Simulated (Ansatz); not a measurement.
## CaBeSb: relaxing a made-up structure

Starting from a made-up structure for CaBeSb, the aim is the relaxed cell, its shortest contacts and, where a second run follows, its electronic structure.

Method: DFT, PBEsol, plane-wave PAW, files of the set soft_1, scalar-relativistic, no spin, cell and ions relaxed at zero pressure; PAW set soft_1, in the first sound run; inputs show where later runs differ, in Ansatz 0.2.0.

**1. The starting structure**

The structure is hexagonal, space group P6_3/mmc (No. 194). Conventional cell: a = 4.391 Å, b = 4.391 Å, c = 8.343 Å, α = 90.00°, β = 90.00°, γ = 120.00°. Sb has 3 Be at 2.54 Å and 6 Ca at 3.28 Å nearest. Nearest to Ca lie 6 Be at 3.28 Å and 6 Sb at 3.28 Å. Nearest to Be lie 3 Sb at 2.54 Å and 6 Ca at 3.28 Å. Farther neighbours are not listed.

Structure file:

```cif
data_structure
_symmetry_space_group_name_H-M 'P 1'
_symmetry_Int_Tables_number 1
_cell_length_a 4.3910
_cell_length_b 4.3910
_cell_length_c 8.3430
_cell_angle_alpha 90.000
_cell_angle_beta 90.000
_cell_angle_gamma 120.000
_cell_volume 139.31
loop_
_atom_site_label
_atom_site_type_symbol
_atom_site_fract_x
_atom_site_fract_y
_atom_site_fract_z
_atom_site_occupancy
Sb1 Sb 0.66667 0.33333 0.75000 1
Sb2 Sb 0.33333 0.66667 0.25000 1
Ca3 Ca 0.00000 0.00000 0.50000 1
Ca4 Ca 0.00000 0.00000 0.00000 1
Be5 Be 0.66667 0.33333 0.25000 1
Be6 Be 0.33333 0.66667 0.75000 1
```

**2. Relaxation of the guess**

The guessed cell has no reason to be at equilibrium. It is relaxed with the atoms, within the space group of the guess.

The input, input.yaml:

```yaml
crystal:
  lattice:
    - [4.391, 0.0, 0.0]
    - [-2.1955, 3.802717548, 0.0]
    - [0.0, 0.0, 8.343]
  atoms:
    - { symbol: Sb, position: [0.666666667, 0.333333333, 0.75] }
    - { symbol: Sb, position: [0.333333333, 0.666666667, 0.25] }
    - { symbol: Ca, position: [0.0, 0.0, 0.5] }
    - { symbol: Ca, position: [0.0, 0.0, 0.0] }
    - { symbol: Be, position: [0.666666667, 0.333333333, 0.25] }
    - { symbol: Be, position: [0.333333333, 0.666666667, 0.75] }
kpoints:
  mp_grid: { grid: [7, 7, 4] }
scf:
  occupations: { method: fermi_dirac, width: 0.05 }
hamiltonian:
  xc: pbesol
  pseudopotentials: { kind: paw, azcp: { folder: soft_1 }, xc_functional: pbe }
relax:
  f_tol: 0.015
  max_steps: 70
  cell: {}
output:
  forces: true
  stress: true
```

Started as:

```console
$ ansatz run input.yaml --threads 4 --pin off --max-ram 10240MiB --backend cpu --events-out ev --progress --plain --runs-dir out
```

Numbers of over 12 decimals in the logs are rounded to 6 here.

What it wrote:

```text
Engine: ansatz 0.2.0, aarch64-unknown-linux-gnu
Pseudopotentials: kind: paw
Pseudopotential: Sb, paw, valence charge 15, recommended cutoff 420 eV (normal), soft_1/Sb.paw.azcp
Pseudopotential: Ca, paw, valence charge 10, recommended cutoff 420 eV (normal), soft_1/Ca.paw.azcp
Pseudopotential: Be, paw, valence charge 2, recommended cutoff 420 eV (normal), soft_1/Be.paw.azcp
Functional definition: PBEsol
  exchange = pbesol_x
  correlation = pbesol_c
Crystal: 6 atoms, lattice volume = 139.309 Å³
Basis set: ecut = 420 eV, 2745 PW (Γ), exchange–correlation on 60×60×120 points (8 copies of the dense FFT grid, shifted against one another)
Bands: 33, of which v1, the nominal top of the filled ones, is band 27 counted from 1 (26 counted from 0)
Symmetry: 24 space group operations
Space group: P63/mmc (ITA 194), of the structure as read, at distance tolerance 5.2e-5 Å
k-points: 24 of 196
Non-local potential: Sb, projectors of the file, l = 0: 2, l = 1: 2, l = 2: 2, l = 3: 1
Non-local potential: Ca, projectors of the file, l = 0: 3, l = 1: 2, l = 2: 2
Non-local potential: Be, projectors of the file, l = 0: 2, l = 1: 2, l = 2: 1
PAW form: soft (Blöchl's): semilocal exchange-correlation on the pseudo side does not see the compensation charge
PAW frozen core: Sb, regenerated for the run's functional, and the local potential with it (the file was generated under x = pbe(κ = 0.804, μ = 0.219515), c = pbe(β = 0.066725))
PAW frozen core: Ca, regenerated for the run's functional, and the local potential with it (the file was generated under x = pbe(κ = 0.804, μ = 0.219515), c = pbe(β = 0.066725))
PAW frozen core: Be, regenerated for the run's functional, and the local potential with it (the file was generated under x = pbe(κ = 0.804, μ = 0.219515), c = pbe(β = 0.066725))
PAW one-centre angular grid: Sb, 590 points (default); XC on 64 Gauss nodes
PAW one-centre angular grid: Ca, 110 points (default); XC on 64 Gauss nodes
PAW one-centre angular grid: Be, 110 points (default); XC on 64 Gauss nodes
Initial density: superposition of atomic densities (chi_scale 0.1, normalization cell, long waves kept (reshape's long-wave potential 0.00 eV rms))
Initial wavefunctions: pseudopotential atomic-orbital guess
Functional: x = pbesol(κ = 0.804, μ = 0.123457), c = pbesol(β = 0.046)
SCF iter   1: F=—  HF=-16588.813073 eV  |F-HF|=—  |Δ(HF+E_count)|=         —  Δρ=4.30e-2  dr2=5.39e0  ethr=3.10e-3  ⟨swp⟩=10.1  Hψ=4432  notcnv=0
preconditioner: auto → Kerker (q_TF=auto, 2.330 Å⁻¹)  [metal: Δε(μ)=0.026 eV  Ē_g=5.683 eV  σ=0.050 eV  W_gap=0.13  n_scr=36 (ndim 8)  ℏωp=13.3 eV  f_vac=0.000  D(μ)=3.53/eV (n_scr^D=22)]
SCF iter   2: F=—  HF=-16587.275915 eV  |F-HF|=—  |Δ(HF+E_count)|=    1.54e0  Δρ=2.05e-2  dr2=1.22e0  ethr=3.10e-3  ⟨swp⟩=4.0  Hψ=2262  notcnv=0  defer=5
SCF iter   3: F=—  HF=-16586.897085 eV  |F-HF|=—  |Δ(HF+E_count)|=   3.79e-1  Δρ=5.71e-3  dr2=7.83e-2  ethr=2.27e-3  ⟨swp⟩=4.5  Hψ=1464  notcnv=0  defer=5
SCF iter   4: F=—  HF=-16586.877092 eV  |F-HF|=—  |Δ(HF+E_count)|=   2.00e-2  Δρ=1.27e-3  dr2=3.46e-3  ethr=1.45e-4  ⟨swp⟩=4.0  Hψ=1507  notcnv=0  defer=5
SCF iter   5: F=—  HF=-16586.876639 eV  |F-HF|=—  |Δ(HF+E_count)|=   4.53e-4  Δρ=2.93e-4  dr2=2.59e-4  ethr=6.41e-6  ⟨swp⟩=2.0  Hψ=1045  notcnv=0  defer=5
SCF iter   6: F=—  HF=-16586.876576 eV  |F-HF|=—  |Δ(HF+E_count)|=   6.34e-5  Δρ=6.99e-5  dr2=1.13e-5  ethr=4.80e-7  ⟨swp⟩=2.0  Hψ=1404  notcnv=0  defer=5
SCF iter   7: F=—  HF=-16586.876556 eV  |F-HF|=—  |Δ(HF+E_count)|=   2.01e-5  Δρ=2.06e-5  dr2=9.94e-7  ethr=2.09e-8  ⟨swp⟩=2.8  Hψ=1255  notcnv=0  defer=5
SCF iter   8: F=—  HF=-16586.876556 eV  |F-HF|=—  |Δ(HF+E_count)|=   2.13e-7  Δρ=6.98e-6  dr2=1.33e-7  ethr=1.85e-10  ⟨swp⟩=5.0  Hψ=3008  notcnv=0
SCF iter   9: F=-16586.876556 eV  HF=-16586.876556 eV  |F-HF|=4.69e-9  |Δ(HF+E_count)|=   4.10e-8  Δρ=1.91e-6  dr2=8.94e-9  ethr=1.85e-10  ⟨swp⟩=4.6  Hψ=2583  notcnv=0
SCF 1 converged in 9 iterations: F = -16586.876556 eV  dr2 = 8.94e-9
  greatest PAW one-centre occupation: 0.995 electrons in one spin orbital (limit 2), on the Sb atom at site 1 (counted from 0), in its partial waves of l = 2
relax step   1: F+E_penalty+E_count = -16586.87655558 eV  Δ(F+E_penalty+E_count) = +0.000e0 eV  max|allowed force component| = 7.421e-17 eV/Å  Δτ_max = 0.0000 Å  P = -5.380 GPa  Ω = 139.309 Å³  (9 SCF iters, dr2 threshold 1.00e-7 eV, accepted)
Crystal: 6 atoms, lattice volume = 127.622 Å³
Basis set: ecut = 420 eV, 2447 PW (Γ), exchange–correlation on 60×60×120 points (8 copies of the dense FFT grid, shifted against one another)
Initial density: handed on by an earlier stage of this run
Initial wavefunctions: those handed on with the density
iter 1 solved again at ethr=1.93e-4 eV; its pass at ethr=3.10e-3 eV (dr2=1.04e-1 eV) is discarded
SCF iter   1: F=—  HF=-16587.376296 eV  |F-HF|=—  |Δ(HF+E_count)|=         —  Δρ=6.52e-3  dr2=1.04e-1  ethr=1.93e-4  ⟨swp⟩=1.8  Hψ=5371  notcnv=0
preconditioner: auto → Kerker (q_TF=auto, 2.364 Å⁻¹)  [metal: Δε(μ)=0.050 eV  Ē_g=6.951 eV  σ=0.050 eV  W_gap=0.24  n_scr=36 (ndim 8)  ℏωp=13.9 eV  f_vac=0.000  D(μ)=3.27/eV (n_scr^D=22)]
SCF iter   2: F=—  HF=-16587.352826 eV  |F-HF|=—  |Δ(HF+E_count)|=   2.35e-2  Δρ=3.85e-3  dr2=3.52e-2  ethr=1.93e-4  ⟨swp⟩=2.1  Hψ=973  notcnv=0
SCF iter   3: F=—  HF=-16587.342083 eV  |F-HF|=—  |Δ(HF+E_count)|=   1.07e-2  Δρ=5.83e-4  dr2=5.62e-4  ethr=6.52e-5  ⟨swp⟩=2.1  Hψ=1149  notcnv=0
SCF iter   4: F=—  HF=-16587.342022 eV  |F-HF|=—  |Δ(HF+E_count)|=   6.16e-5  Δρ=2.46e-4  dr2=1.18e-4  ethr=1.04e-6  ⟨swp⟩=2.8  Hψ=1425  notcnv=0
SCF iter   5: F=—  HF=-16587.342009 eV  |F-HF|=—  |Δ(HF+E_count)|=   1.26e-5  Δρ=4.08e-5  dr2=2.12e-6  ethr=2.18e-7  ⟨swp⟩=2.0  Hψ=976  notcnv=0
SCF iter   6: F=-16587.342010 eV  HF=-16587.342010 eV  |F-HF|=2.84e-8  |Δ(HF+E_count)|=   6.15e-7  Δρ=9.60e-6  dr2=8.27e-8  ethr=1.11e-9  ⟨swp⟩=5.0  Hψ=2805  notcnv=0
SCF 2 converged in 6 iterations: F = -16587.342010 eV  dr2 = 8.27e-8
relax step   2: F+E_penalty+E_count = -16587.34200963 eV  Δ(F+E_penalty+E_count) = -4.655e-1 eV  max|allowed force component| = 2.968e-16 eV/Å  Δτ_max = 0.0000 Å  P = -0.247 GPa  Ω = 127.622 Å³  energy of the carried Pulay correction = +5.631e-4 eV  (6 SCF iters, dr2 threshold 6.00e-7 eV, accepted)
Crystal: 6 atoms, lattice volume = 128.520 Å³
Basis set: ecut = 420 eV, 2501 PW (Γ), exchange–correlation on 60×60×120 points (8 copies of the dense FFT grid, shifted against one another)
iter 1 solved again at ethr=4.08e-5 eV; its pass at ethr=3.10e-3 eV (dr2=2.21e-2 eV) is discarded
SCF iter   1: F=—  HF=-16587.393994 eV  |F-HF|=—  |Δ(HF+E_count)|=         —  Δρ=2.95e-3  dr2=2.34e-2  ethr=4.08e-5  ⟨swp⟩=2.1  Hψ=5134  notcnv=0
preconditioner: auto → Kerker (q_TF=auto, 2.361 Å⁻¹)  [metal: Δε(μ)=0.042 eV  Ē_g=7.040 eV  σ=0.050 eV  W_gap=0.20  n_scr=36 (ndim 8)  ℏωp=13.9 eV  f_vac=0.000  D(μ)=2.78/eV (n_scr^D=22)]
SCF iter   2: F=—  HF=-16587.389412 eV  |F-HF|=—  |Δ(HF+E_count)|=   4.58e-3  Δρ=1.80e-3  dr2=9.14e-3  ethr=4.08e-5  ⟨swp⟩=1.7  Hψ=824  notcnv=0
SCF iter   3: F=—  HF=-16587.386496 eV  |F-HF|=—  |Δ(HF+E_count)|=   2.92e-3  Δρ=2.44e-4  dr2=1.38e-4  ethr=1.69e-5  ⟨swp⟩=2.2  Hψ=1085  notcnv=0
SCF iter   4: F=—  HF=-16587.386509 eV  |F-HF|=—  |Δ(HF+E_count)|=   1.28e-5  Δρ=7.39e-5  dr2=7.03e-6  ethr=2.56e-7  ⟨swp⟩=2.0  Hψ=1157  notcnv=0
SCF iter   5: F=-16587.386511 eV  HF=-16587.386510 eV  |F-HF|=1.49e-8  |Δ(HF+E_count)|=   1.33e-6  Δρ=9.92e-6  dr2=1.30e-7  ethr=1.11e-9  ⟨swp⟩=5.0  Hψ=2972  notcnv=0
SCF 3 converged in 5 iterations: F = -16587.386511 eV  dr2 = 1.30e-7
relax step   3: F+E_penalty+E_count = -16587.38651050 eV  Δ(F+E_penalty+E_count) = -4.450e-2 eV  max|allowed force component| = 4.441e-16 eV/Å  Δτ_max = 0.0000 Å  P = +0.425 GPa  Ω = 128.520 Å³  energy of the carried Pulay correction = +4.731e-4 eV  (5 SCF iters, dr2 threshold 6.00e-7 eV, accepted)
Crystal: 6 atoms, lattice volume = 129.246 Å³
Basis set: ecut = 420 eV, 2513 PW (Γ), exchange–correlation on 60×60×120 points (8 copies of the dense FFT grid, shifted against one another)
iter 1 solved again at ethr=1.93e-6 eV; its pass at ethr=3.10e-3 eV (dr2=1.04e-3 eV) is discarded
SCF iter   1: F=—  HF=-16587.389229 eV  |F-HF|=—  |Δ(HF+E_count)|=         —  Δρ=6.62e-4  dr2=1.08e-3  ethr=1.93e-6  ⟨swp⟩=2.1  Hψ=4645  notcnv=0
preconditioner: auto → Kerker (q_TF=auto, 2.359 Å⁻¹)  [metal: Δε(μ)=0.053 eV  Ē_g=6.975 eV  σ=0.050 eV  W_gap=0.26  n_scr=36 (ndim 8)  ℏωp=13.9 eV  f_vac=0.000  D(μ)=2.99/eV (n_scr^D=22)]
SCF iter   2: F=—  HF=-16587.389004 eV  |F-HF|=—  |Δ(HF+E_count)|=   2.25e-4  Δρ=3.95e-4  dr2=3.86e-4  ethr=1.93e-6  ⟨swp⟩=1.7  Hψ=860  notcnv=0
SCF iter   3: F=—  HF=-16587.388921 eV  |F-HF|=—  |Δ(HF+E_count)|=   8.30e-5  Δρ=5.19e-5  dr2=4.83e-6  ethr=7.16e-7  ⟨swp⟩=2.0  Hψ=1008  notcnv=0
SCF iter   4: F=—  HF=-16587.388920 eV  |F-HF|=—  |Δ(HF+E_count)|=   9.81e-7  Δρ=2.09e-5  dr2=1.00e-6  ethr=1.11e-9  ⟨swp⟩=5.0  Hψ=3034  notcnv=0
SCF iter   5: F=-16587.388920 eV  HF=-16587.388920 eV  |F-HF|=3.31e-9  |Δ(HF+E_count)|=   1.52e-7  Δρ=3.30e-6  dr2=1.39e-8  ethr=1.11e-9  ⟨swp⟩=5.0  Hψ=2622  notcnv=0
SCF 4 converged in 5 iterations: F = -16587.388920 eV  dr2 = 1.39e-8
relax step   4: F+E_penalty+E_count = -16587.38891978 eV  Δ(F+E_penalty+E_count) = -2.409e-3 eV  max|allowed force component| = 1.480e-16 eV/Å  Δτ_max = 0.0000 Å  P = -0.096 GPa  Ω = 129.246 Å³  energy of the carried Pulay correction = +4.400e-4 eV  (5 SCF iters, dr2 threshold 6.00e-7 eV, accepted)
Crystal: 6 atoms, lattice volume = 129.058 Å³
iter 1 solved again at ethr=2.44e-8 eV; its pass at ethr=3.10e-3 eV (dr2=1.32e-5 eV) is discarded
SCF iter   1: F=—  HF=-16587.388966 eV  |F-HF|=—  |Δ(HF+E_count)|=         —  Δρ=9.10e-5  dr2=2.10e-5  ethr=2.44e-8  ⟨swp⟩=3.3  Hψ=4618  notcnv=0
preconditioner: auto → Kerker (q_TF=auto, 2.360 Å⁻¹)  [metal: Δε(μ)=0.049 eV  Ē_g=6.982 eV  σ=0.050 eV  W_gap=0.24  n_scr=36 (ndim 8)  ℏωp=13.9 eV  f_vac=0.000  D(μ)=2.98/eV (n_scr^D=22)]
SCF iter   2: F=—  HF=-16587.388998 eV  |F-HF|=—  |Δ(HF+E_count)|=   3.19e-5  Δρ=5.34e-5  dr2=6.91e-6  ethr=2.44e-8  ⟨swp⟩=2.0  Hψ=958  notcnv=0
SCF iter   3: F=—  HF=-16587.388995 eV  |F-HF|=—  |Δ(HF+E_count)|=   2.23e-6  Δρ=7.83e-6  dr2=1.01e-7  ethr=1.28e-8  ⟨swp⟩=2.0  Hψ=1003  notcnv=0
SCF iter   4: F=-16587.388995 eV  HF=-16587.388995 eV  |F-HF|=3.85e-9  |Δ(HF+E_count)|=   7.07e-9  Δρ=3.19e-6  dr2=1.85e-8  ethr=7.02e-11  ⟨swp⟩=5.0  Hψ=2814  notcnv=0
SCF 5 converged in 4 iterations: F = -16587.388995 eV  dr2 = 1.85e-8
relax step   5: F+E_penalty+E_count = -16587.38899548 eV  Δ(F+E_penalty+E_count) = -7.569e-5 eV  max|allowed force component| = 1.110e-16 eV/Å  Δτ_max = 0.0000 Å  P = -0.000 GPa  Ω = 129.058 Å³  energy of the carried Pulay correction = +4.499e-4 eV  (4 SCF iters, dr2 threshold 3.79e-8 eV, accepted)
Initial wavefunctions: pseudopotential atomic-orbital guess (no wavefunctions were taken with the density)
iter 1 solved again at ethr=3.67e-7 eV; its pass at ethr=3.10e-3 eV (dr2=1.98e-4 eV) is discarded
SCF iter   1: F=—  HF=-16587.388713 eV  |F-HF|=—  |Δ(HF+E_count)|=         —  Δρ=4.48e-5  dr2=3.19e-7  ethr=3.67e-7  ⟨swp⟩=3.1  Hψ=6388  notcnv=0
SCF iter   2: F=—  HF=-16587.388743 eV  |F-HF|=—  |Δ(HF+E_count)|=   3.07e-5  Δρ=2.32e-5  dr2=8.31e-8  ethr=5.91e-10  ⟨swp⟩=2.1  Hψ=1444  notcnv=0
SCF iter   3: F=—  HF=-16587.388744 eV  |F-HF|=—  |Δ(HF+E_count)|=   3.70e-7  Δρ=3.27e-6  dr2=3.31e-9  ethr=1.54e-10  ⟨swp⟩=2.5  Hψ=1377  notcnv=0
SCF iter   4: F=—  HF=-16587.388744 eV  |F-HF|=—  |Δ(HF+E_count)|=   6.35e-9  Δρ=4.80e-7  dr2=3.27e-10  ethr=6.13e-12  ⟨swp⟩=2.0  Hψ=984  notcnv=0
SCF iter   5: F=-16587.388744 eV  HF=-16587.388744 eV  |F-HF|=3.64e-12  |Δ(HF+E_count)|=  2.55e-11  Δρ=8.56e-8  dr2=1.08e-11  ethr=1.00e-12  ⟨swp⟩=5.0  Hψ=2705  notcnv=0
SCF 6 converged in 5 iterations: F = -16587.388744 eV  dr2 = 1.08e-11
relax step   6: F+E_penalty+E_count = -16587.38874363 eV  Δ(F+E_penalty+E_count) = +2.518e-4 eV  max|allowed force component| = 1.908e-17 eV/Å  Δτ_max = 0.0000 Å  P = -0.001 GPa  Ω = 129.058 Å³  stress off target by 4.25e-3 GPa  SCF on the basis re-selected at this cell (its energy is not comparable with the rows above)  (5 SCF iters)
basis re-selected at this cell: Δ(F+E_penalty+E_count) = +2.518e-4 eV, ΔP = -0.001 GPa vs the last step (what re-selecting the basis moved, of the pressure what is left beyond the Pulay correction that the steps carried, after the strain that the cell walked since its last selection, with what the two solves' SCF thresholds leave and, on support functions, any second-order correction that the steps lacked; it is no m [...]
SCF converged after 5 iterations
Free energy (F): -16587.388744 eV
Harris-Foulkes:  -16587.388744 eV  (|F-HF|=3.64e-12)
Internal energy: -16587.365373 eV  (E = F + TS)
E sigma→0 (E₀):  -16587.377058 eV
Entropy (-TS):   -0.023371 eV (-3.895 meV/atom)
Fermi energy:    9.533919 eV
--- Per-component energies (eV) ---
  E_band       = -584.628412
  E_kinetic    = 880.949340
  E_local      = -4753.419812  (includes V_loc(G=0)·N_el)
  E_nonlocal   = 977.163059
  E_hartree    = 1862.909844
  E_xc         = -489.136720
  E_vxc        = -538.390778  (∫ρ·V_xc dr)
  E_paw        = -10744.371745  (= ΣΔE_a)
  E_vpaw       = -876.750036  (= ΣTr[D̂ρ^β])
  E_aug_tail   = 0.000257  (compensation charges beyond the density's cutoff)
  E_ewald      = -4322.379957
  E_core_change = 0.920362  (= ΣΔE_core)
  E_smearing   = -0.023371  (= −TS)
  E_closure    = 0.000000  (closes the sum)
  Σ components = -16587.388744   (vs F -16587.388744, Δ=0.00e0)
--- Forces (eV/Å), atoms counted from 1 ---
  atom   1  Sb    -0.00000000     0.00000000     0.00000000
  atom   2  Sb    -0.00000000    -0.00000000     0.00000000
  atom   3  Ca    -0.00000000     0.00000000     0.00000000
  atom   4  Ca    -0.00000000     0.00000000     0.00000000
  atom   5  Be     0.00000000     0.00000000     0.00000000
  atom   6  Be    -0.00000000     0.00000000     0.00000000
  max |Σ_I F_I| component: 3.47e-18 eV/Å
--- Stress (GPa, compression-positive) ---
       -0.003839      -0.000000       0.000000
        0.000000      -0.003839       0.000000
        0.000000       0.000000       0.004250
  P = ⅓ Tr σ = -0.0011 GPa (-0.011 kbar)
--- Relaxed structure (5 steps of the walk, 5 accepted, 1 SCFs on fresh bases) ---
  F+E_penalty+E_count = -16587.38874363 eV   max|allowed force component| = 1.908e-17 eV/Å   (the final SCF, on the basis selected at the relaxed cell)
  cell:  # Å, volume = 129.0580 Å³
    - [4.119700, 0.0, 0.0]
    - [-2.059850, 3.567765, 0.0]
    - [0.0, 0.0, 8.780576]
  atoms:
    - { symbol: Sb, position: [0.666667, 0.333333, 0.750000] }
    - { symbol: Sb, position: [0.333333, 0.666667, 0.25] }
    - { symbol: Ca, position: [0, 0, 0.5] }
    - { symbol: Ca, position: [0, 0, 0] }
    - { symbol: Be, position: [0.666667, 0.333333, 0.25] }
    - { symbol: Be, position: [0.333333, 0.666667, 0.750000] }
```

Run time: 12 s. Hardware: 4 threads of Arm Neoverse V2, shared host; peak memory 0.56 GiB; 33 s of CPU time.

Relaxation path:

| step | energy less that of the first step (eV) | largest force component (eV/Å) | pressure (GPa) | volume (Å³) |
| --- | --- | --- | --- | --- |
| 1 | 0.0000 | 0.0000 | -5.38 | 139.31 |
| 2 | -0.4655 | 0.0000 | -0.25 | 127.62 |
| 3 | -0.5100 | 0.0000 | 0.43 | 128.52 |
| 4 | -0.5124 | 0.0000 | -0.10 | 129.25 |
| 5 | -0.5124 | 0.0000 | 0.00 | 129.06 |
| 6* | -0.5122 | 0.0000 | 0.00 | 129.06 |

Relaxation steps marked * repeat the geometry before them on a plane-wave basis chosen anew for their cell, so energy and pressure can jump there.

Forces are held to the 24 operations that the run works with; a distortion that breaks them can't arise in this run.

| conventional cell, symmetrised | before | after | change |
| --- | --- | --- | --- |
| a (Å) | 4.391 | 4.120 | -6.2 % |
| b (Å) | 4.391 | 4.120 | -6.2 % |
| c (Å) | 8.343 | 8.781 | +5.2 % |
| volume (Å³/atom) | 23.22 | 21.51 | -7.4 % |

The relaxed structure:

```cif
data_structure
_symmetry_space_group_name_H-M 'P 1'
_symmetry_Int_Tables_number 1
_cell_length_a 4.1197
_cell_length_b 4.1197
_cell_length_c 8.7806
_cell_angle_alpha 90.000
_cell_angle_beta 90.000
_cell_angle_gamma 120.000
_cell_volume 129.06
loop_
_atom_site_label
_atom_site_type_symbol
_atom_site_fract_x
_atom_site_fract_y
_atom_site_fract_z
_atom_site_occupancy
Sb1 Sb 0.66667 0.33333 0.75000 1
Sb2 Sb 0.33333 0.66667 0.25000 1
Ca3 Ca 0.00000 0.00000 0.50000 1
Ca4 Ca 0.00000 0.00000 0.00000 1
Be5 Be 0.66667 0.33333 0.25000 1
Be6 Be 0.33333 0.66667 0.75000 1
```

Numbers from this step:

- free energy: -16587.3887 eV
- energy at zero smearing: -16587.3771 eV
- smearing term TS: 0.02337 eV
- Fermi energy: 9.534 eV
- electrons: 54
- symmetry operations: 24
- pressure: -0.001143 GPa

Shortest distances by pair of elements, guess and relaxed (not always the same contact):

| pair | guess (Å) | relaxed (Å) |
| --- | --- | --- |
| Be–Sb | 2.535 | 2.379 |
| Ca–Sb | 3.283 | 3.237 |
| Be–Ca | 3.283 | 3.237 |
| Sb–Sb | 4.391 | 4.120 |
| Ca–Ca | 4.171 | 4.120 |

The relaxation ends with a pressure of 0.00 GPa.

(Part 1 of 2 ends here.)

[Logs are printed without paths, hosts, clocks, repeated set-up lines and the standing remarks that a program may print on its own settings, such as how far it seeks lower states.]

[Hosts, paths, dates, database ids (printed as entryN), source tags and the programs' standing remarks are cut or masked in the printed files.]
